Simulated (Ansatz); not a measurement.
# TiO2 (Anatase): G0W0 under other settings

Aim: change settings of a G0W0 run on TiO2 (Anatase) and see what moves.

Program: Ansatz 0.2.0. Level of theory: G0W0 on PBE, plane waves, PAW. Results are calculated unless marked as measured.

### Step 1. The structure

It takes space group I4_1/amd (No. 141, tetragonal). The conventional cell has a = 3.784 Å, b = 3.784 Å, c = 9.515 Å, α = 90.00°, β = 90.00°, γ = 90.00°. Nearest to Ti lie 6 O at 1.93 to 1.98 Å. Nearest to O lie 3 Ti at 1.93 to 1.98 Å. Farther neighbours and most contacts between anions are not listed.

The cell and positions come from the Crystallography Open Database and are kept as given unless a step says otherwise. The default PAW set here is soft_1. Its files were made with PBE.

### Step 2. The base run: 6×6×6 mesh, 250 empty bands, screening to 138 eV

Now the one-shot GW correction: screening in the RPA, then the self-energy of the levels asked for.

The input, input.yaml:

```yaml
crystal:
  lattice:
    - [-1.8921, 1.8921, 4.7573]
    - [1.8921, -1.8921, 4.7573]
    - [1.8921, 1.8921, -4.7573]
  atoms:
    - { symbol: Ti, position: [0.0, 0.0, 0.0] }
    - { symbol: Ti, position: [0.75, 0.25, 0.5] }
    - { symbol: O, position: [0.2081, 0.2081, 0.0] }
    - { symbol: O, position: [0.9581, 0.4581, 0.5] }
    - { symbol: O, position: [0.5419, 0.0419, 0.5] }
    - { symbol: O, position: [0.7919, 0.7919, 0.0] }
kpoints:
  mp_grid: { grid: [6, 6, 6] }
hamiltonian:
  xc: pbe
  pseudopotentials: { kind: paw, azcp: { folder: "./paw" } }
scf:
  occupations: { method: fixed }
gw:
  n_empty_bands: 250
  ecut_chi: 138
  qp_bands: [v2, c2]
  qp_kpoints: band_edges
  screening: { model: contour_deformation }
```

The run is started by

```sh
ansatz run input.yaml --threads 3 --pin off --max-ram 92160MiB --backend cuda --events-out ev --progress --plain --runs-dir out --devices 1 --max-vram 13GiB
```

Numbers of over 12 decimals in the logs are rounded to 6 here.

The program printed:

```text
GPUs: using 1 of 1 available (devices: 1).
Engine: ansatz 0.2.0, x86_64-unknown-linux-gnu
Pseudopotentials: kind: paw
Pseudopotential: Ti, paw, valence charge 12, recommended cutoff 420 eV (normal), <dir>
Pseudopotential: O, paw, valence charge 6, recommended cutoff 420 eV (normal), <dir>
Functional definition: PBE
  parameter kappa = 0.804
  parameter beta = 0.066725
  exchange = pbe_x(kappa = kappa, mu = beta*pi^2/3)
  correlation = pbe_c(beta = beta)
device memory: the entry about to start is reckoned to put 1.2 GiB on a device that reports 61.4 GiB free (of which the cap on the GPU budget leaves the run 13.0 GiB)
GPU FFT provider: cuFFT
GPU libraries: cuBLAS 13.8.2, cuFFT 12.4.0, cuSOLVER 12.3.4
Crystal: 6 atoms, lattice volume = 68.125 Å³
Basis set: ecut = 420 eV, 1315 PW (Γ)
Bands: 30, of which v1, the nominal top of the filled ones, is band 24 counted from 1 (23 counted from 0)
Symmetry: 16 space group operations
Space group: I41/amd (ITA 141), of the structure as read, at distance tolerance 4.1e-5 Å
k-points: 30 of 216
Non-local potential: Ti, projectors of the file, l = 0: 3, l = 1: 2, l = 2: 3, l = 3: 1
Non-local potential: O, projectors of the file, l = 0: 2, l = 1: 2, l = 2: 1
PAW form: soft (Blöchl's): semilocal exchange-correlation on the pseudo side does not see the compensation charge
PAW one-centre angular grid: Ti, 590 points (default); XC on 64 Gauss nodes
PAW one-centre angular grid: O, 110 points (default); XC on 64 Gauss nodes
Initial density: superposition of atomic densities (chi_scale 0.1, normalization cell, long waves kept (reshape's long-wave potential 0.00 eV rms))
Initial wavefunctions: pseudopotential atomic-orbital guess
GPU buffer pool allocated for 64000 grid points (all kernels)
GPU transforms: local potential and band sums: pruned to the plane-wave sphere, on 40×40×40
Functional: x = pbe(κ = 0.804, μ = 0.219515), c = pbe(β = 0.066725)
SCF iter   1: F=—  HF=-7277.933441 eV  |F-HF|=—  |Δ(HF+E_count)|=         —  Δρ=6.36e-2  dr2=2.96e0  ethr=3.10e-3  ⟨swp⟩=4.1  Hψ=2978  notcnv=0  defer=72
preconditioner: auto → none  [insulator: Δε(μ)=2.403 eV  Ē_g=9.848 eV  n_scr=14 (ndim 8)  ℏωp=25.4 eV  f_vac=0.000  ε∞_Penn≈7.7]
SCF iter   2: F=—  HF=-7277.724738 eV  |F-HF|=—  |Δ(HF+E_count)|=   2.09e-1  Δρ=6.16e-2  dr2=2.05e0  ethr=3.10e-3  ⟨swp⟩=2.0  Hψ=1740  notcnv=0  defer=60
SCF iter   3: F=—  HF=-7277.596903 eV  |F-HF|=—  |Δ(HF+E_count)|=   1.28e-1  Δρ=3.58e-2  dr2=9.55e-1  ethr=3.10e-3  ⟨swp⟩=2.6  Hψ=1472  notcnv=0  defer=84
SCF iter   4: F=—  HF=-7277.503864 eV  |F-HF|=—  |Δ(HF+E_count)|=   9.30e-2  Δρ=1.83e-2  dr2=2.50e-1  ethr=1.99e-3  ⟨swp⟩=2.0  Hψ=1252  notcnv=0  defer=68
[...]
E_band       = -458.623342
  E_kinetic    = 1233.815598
  E_local      = -3678.992220  (includes V_loc(G=0)·N_el)
  E_nonlocal   = 323.329800
  E_hartree    = 1417.838785
  E_xc         = -520.828819
  E_vxc        = -659.145508  (∫ρ·V_xc dr)
  E_paw        = -2730.456885  (= ΣΔE_a)
  E_vpaw       = -513.310074  (= ΣTr[D̂ρ^β])
  E_aug_tail   = 0.002934  (compensation charges beyond the density's cutoff)
  E_ewald      = -3322.195552
  E_smearing   = -0.000000  (= −TS)
  E_closure    = -0.000000  (closes the sum)
  Σ components = -7277.486360   (vs F -7277.486360, Δ=0.00e0)
--- Band table (eV; the first three rows and the last of 30) ---
  k-point 0: bands = [... 20 lower, 6.5065, 6.5065, 6.7912, 6.7912, 9.3879, 10.1274, 11.2674, 11.2674, ... 2 higher]
  k-point 1: bands = [... 20 lower, 5.9276, 6.0996, 6.6121, 7.0021, 10.2271, 10.3299, 10.5242, 10.9644, ... 2 higher]
  k-point 2: bands = [... 20 lower, 5.1935, 6.3150, 6.6731, 7.1513, 10.3384, 10.5988, 10.7619, 11.0926, ... 2 higher]
  k-point 29: bands = [... 20 lower, 6.0020, 6.0020, 7.1396, 7.1396, 9.7448, 9.7448, 11.0455, 11.0455, ... 2 higher]
--- G₀W₀: contour deformation, 7 samples at zero and on the imaginary axis and 2 off it, 216 q-points, 250 empty bands' worth ---
  eigenvalues of the whole cell's RPA ε∞ on this k-mesh (on a slab, of 1 + 4πα/V) = 6.0199, 6.5695, 6.5695; static W/v taken at q = 0 is 0.155349
  gw.qp_kpoints: band_edges: 24 of 30 stored k-points solved, in 1 pass; an edge of the gap read off the rows below is read off those points alone
    valence top: of the k-points left out ik 7 came nearest to being solved in a further pass, in band 24 (counted from 1, as in the quasiparticle table): it holds the edge there only if its correction is more favourable than any solved in that band by at least 0.524 eV; those differ by 0.067 eV
    conduction bottom: of the k-points left out ik 27 came nearest to being solved in a further pass, in band 25 (counted from 1, as in the quasiparticle table): it holds the edge there only if its correction is more favourable than any solved in that band by at least 0.884 eV; those differ by 0.158 eV
    ik  band        ε_KS         Σx   Σc(E_QP)       V_xc       Z   E_QP_lin       E_QP  E_QP is
     0    23      6.7912   -25.3257     4.6885   -20.3302  0.7016     6.4821     6.4842  root
     0    24      6.7912   -25.3257     4.6885   -20.3302  0.7016     6.4821     6.4842  root
     0    25      9.3879   -13.0768    -6.5392   -20.7944  0.7306    10.5933    10.5663  root
     0    26     10.1274   -13.4554    -7.3979   -22.1390  0.7100    11.4543    11.4131  root
     1    23      6.6121   -25.8920     4.6651   -20.8977  0.7112     6.2806     6.2829  root
     1    24      7.0021   -25.7484     4.6396   -20.8083  0.7088     6.6997     6.7016  root
     1    25     10.2271   -13.3659    -7.4451   -22.0972  0.7101    11.5549    11.5133  root
     1    26     10.3299   -14.3026    -6.4569   -21.9284  0.7107    11.5310    11.4989  root
[...]
29    23      7.1396   -26.1480     4.5019   -21.3832  0.7145     6.8754     6.8767  root
    29    24      7.1396   -26.1480     4.5019   -21.3832  0.7145     6.8754     6.8767  root
    29    25      9.7448   -13.2315    -6.9481   -21.4122  0.7213    11.0108    10.9774  root
    29    26      9.7448   -13.2315    -6.9481   -21.4122  0.7213    11.0108    10.9774  root
[key lines of the parts left out:]
SCF converged after 8 iterations
Free energy (F): -7277.486360 eV
Fermi energy:    7.218375 eV
```

Wall time 79 s (1 × NVIDIA H100 80GB HBM3 (shared by 6 runs) with 3 threads of AMD EPYC 7R13 (Zen 3), shared host); peak memory 1.6 GiB.

This step gave:

| Item | Value |
| --- | --- |
| bands summed | 274 |
| RPA ε∞ on this mesh (eigenvalues) | 6.020, 6.570, 6.570 |
| plane waves in the screening matrix | 253 |
| q-points in the mesh | 216 |
| G0W0 gap on the mesh | 3.614 eV |
| k of the valence top | 0, 0, -0.5 |
| k of the conduction bottom | 0, 0, 0 |
| starting gap on the mesh | 2.170 eV |
| Z at the valence top | 0.7087 |
| Z at the conduction bottom | 0.7306 |
| least direct G0W0 gap on the computed points | 3.944 eV |

The gap on the mesh goes from 2.17 eV to 3.61 eV, a correction of +1.44 eV. Between the two edge states, bare exchange in place of the xc potential would open the gap by 12.59 eV, and correlation takes back 11.15 eV.

### Step 3. Variant: wider window of levels

Edit input.yaml of step 2 so:

```diff
@@ -20,6 +20,6 @@
 gw:
-  n_empty_bands: 250
-  ecut_chi: 138
-  qp_bands: [v2, c2]
-  qp_kpoints: band_edges
+  n_empty_bands: 154
+  ecut_chi: 100
+  qp_bands: [v8, c6]
+  qp_kpoints: [[0, 0, 0]]
   screening: { model: contour_deformation }
```

The program printed:

```text
GPUs: using 1 of 1 available (devices: 1).
[...]
GPU FFT provider: cuFFT
GPU libraries: cuBLAS 13.8.2, cuFFT 12.4.0, cuSOLVER 12.3.4
Crystal: 6 atoms, lattice volume = 68.125 Å³
Basis set: ecut = 420 eV, 1315 PW (Γ)
Bands: 30, of which v1, the nominal top of the filled ones, is band 24 counted from 1 (23 counted from 0)
[... 1 set-up line as in the run before ...]
[...]
k-points: 30 of 216
[...]
GPU buffer pool allocated for 64000 grid points (all kernels)
[...]
SCF iter   1: F=—  HF=-7277.933441 eV  |F-HF|=—  |Δ(HF+E_count)|=         —  Δρ=6.36e-2  dr2=2.96e0  ethr=3.10e-3  ⟨swp⟩=4.1  Hψ=2978  notcnv=0  defer=72
[...]
SCF iter   8: F=-7277.486360 eV  HF=-7277.486359 eV  |F-HF|=1.64e-8  |Δ(HF+E_count)|=   9.29e-7  Δρ=6.41e-6  dr2=9.99e-9  ethr=2.08e-10  ⟨swp⟩=8.4  Hψ=3173  notcnv=0
SCF 1 converged in 8 iterations: F = -7277.486360 eV  dr2 = 9.99e-9
[...]
NSCF: frozen V_eff on 30 k-points, pencils in batches of 32, up to order 120
[...]
NSCF: frozen V_eff on 30 k-points
G₀W₀ screening: q 1/30
[... further progress lines ...]
[...]
SCF converged after 8 iterations
Free energy (F): -7277.486360 eV
[...]
Internal energy: -7277.486360 eV  (E = F + TS)
E sigma→0 (E₀):  -7277.486360 eV
Fermi energy:    7.218375 eV
[...]
--- Band table (eV; the first three rows and the last of 30) ---
  k-point 0: bands = [... 20 lower, 6.5065, 6.5065, 6.7912, 6.7912, 9.3879, 10.1274, 11.2674, 11.2674, ... 2 higher]
  k-point 1: bands = [... 20 lower, 5.9276, 6.0996, 6.6121, 7.0021, 10.2271, 10.3299, 10.5242, 10.9644, ... 2 higher]
  k-point 2: bands = [... 20 lower, 5.1935, 6.3150, 6.6731, 7.1513, 10.3384, 10.5988, 10.7619, 11.0926, ... 2 higher]
  k-point 29: bands = [... 20 lower, 6.0020, 6.0020, 7.1396, 7.1396, 9.7448, 9.7448, 11.0455, 11.0455, ... 2 higher]
[...]
0    17      5.1829   -24.2056     5.0643   -18.8482  0.6819     4.8869     4.8899  root
     0    18      5.1829   -24.2056     5.0643   -18.8482  0.6819     4.8869     4.8899  root
     0    19      5.2370   -25.5740     5.2659   -20.0272  0.6946     4.9538     4.9560  root
     0    20      6.4963   -26.0784     4.6146   -21.3497  0.7168     6.3820     6.3822  root
     0    21      6.5065   -26.3119     4.2704   -21.9854  0.7248     6.4505     6.4505  root
     0    22      6.5065   -26.3119     4.2704   -21.9854  0.7248     6.4505     6.4505  root
     0    23      6.7912   -25.3257     4.8223   -20.3302  0.7056     6.6174     6.6180  root
     0    24      6.7912   -25.3257     4.8223   -20.3302  0.7056     6.6174     6.6180  root
     0    25      9.3879   -13.0768    -6.3876   -20.7944  0.7328    10.7531    10.7179  root
     0    26     10.1274   -13.4554    -7.2371   -22.1390  0.7126    11.6271    11.5738  root
     0    27     11.2674   -14.3153    -7.1167   -22.7989  0.6949    12.6943    12.6342  root
     0    28     11.2674   -14.3153    -7.1167   -22.7989  0.6949    12.6943    12.6342  root
     0    29     11.2905   -14.5156    -7.1615   -23.0790  0.6904    12.7566    12.6924  root
     0    30     11.2905   -14.5156    -7.1615   -23.0790  0.6904    12.7566    12.6924  root
```

Wall time 41 s (1 × NVIDIA H100 80GB HBM3 (shared by 6 runs) with 3 threads); peak memory 1.2 GiB.

Absolute levels on the run's own zero. QP, by row:

```
k index  band  KS (eV)  Sigma_x (eV)  Sigma_c (eV)  Vxc (eV)       Z  QP linearised (eV)  QP (eV)  source  doubts
      0    17    5.183        -24.21         5.064    -18.85  0.6819               4.887     4.89    root        
      0    18    5.183        -24.21         5.064    -18.85  0.6819               4.887     4.89    root        
      0    19    5.237        -25.57         5.266    -20.03  0.6946               4.954    4.956    root        
      0    20    6.496        -26.08         4.615    -21.35  0.7168               6.382    6.382    root        
      0    21    6.506        -26.31          4.27    -21.99  0.7248                6.45     6.45    root        
      0    22    6.506        -26.31          4.27    -21.99  0.7248                6.45     6.45    root        
      0    23    6.791        -25.33         4.822    -20.33  0.7056               6.617    6.618    root        
      0    24    6.791        -25.33         4.822    -20.33  0.7056               6.617    6.618    root        
      0    25    9.388        -13.08        -6.388    -20.79  0.7328               10.75    10.72    root        
      0    26    10.13        -13.46        -7.237    -22.14  0.7126               11.63    11.57    root        
      0    27    11.27        -14.32        -7.117     -22.8  0.6949               12.69    12.63    root        
      0    28    11.27        -14.32        -7.117     -22.8  0.6949               12.69    12.63    root        
      0    29    11.29        -14.52        -7.162    -23.08  0.6904               12.76    12.69    root        
      0    30    11.29        -14.52        -7.162    -23.08  0.6904               12.76    12.69    root
```

Against the base:

```
              setting        base      variant
          empty bands         250          154
screening cutoff (eV)         138          100
         levels asked    v2 to c2     v8 to c6
         points asked  band edges  [[0, 0, 0]]
```

### Step 4. Results

```
base                   : 3.61 eV, 79 s
wider window of levels : direct gap at the listed points 4.10 eV, 41 s
```

In words: Wider window of levels: only the listed points were computed; the least direct gap there is 4.10 eV, with empty bands, screening cutoff, levels asked and points asked changed against the base. All runs here use a coarse mesh and modest cutoffs; they test settings and are not final values.

[Paths, hosts, dates, memory and timing lines, banners, echoed tables and standing remarks are left out of the program output.]

[Logs are printed without paths, hosts, clocks, repeated set-up lines and the standing remarks that a program may print on its own settings, such as how far it seeks lower states.]

[Runs of the session that timed out or met a known fault of the program may be left out.]

[Cells called generated may have been cut or substituted from an entry of the Crystallography Open Database or the Materials Project.]

[Hosts, paths, dates, database ids (printed as entryN), source tags and the programs' standing remarks are cut or masked in the printed files.]
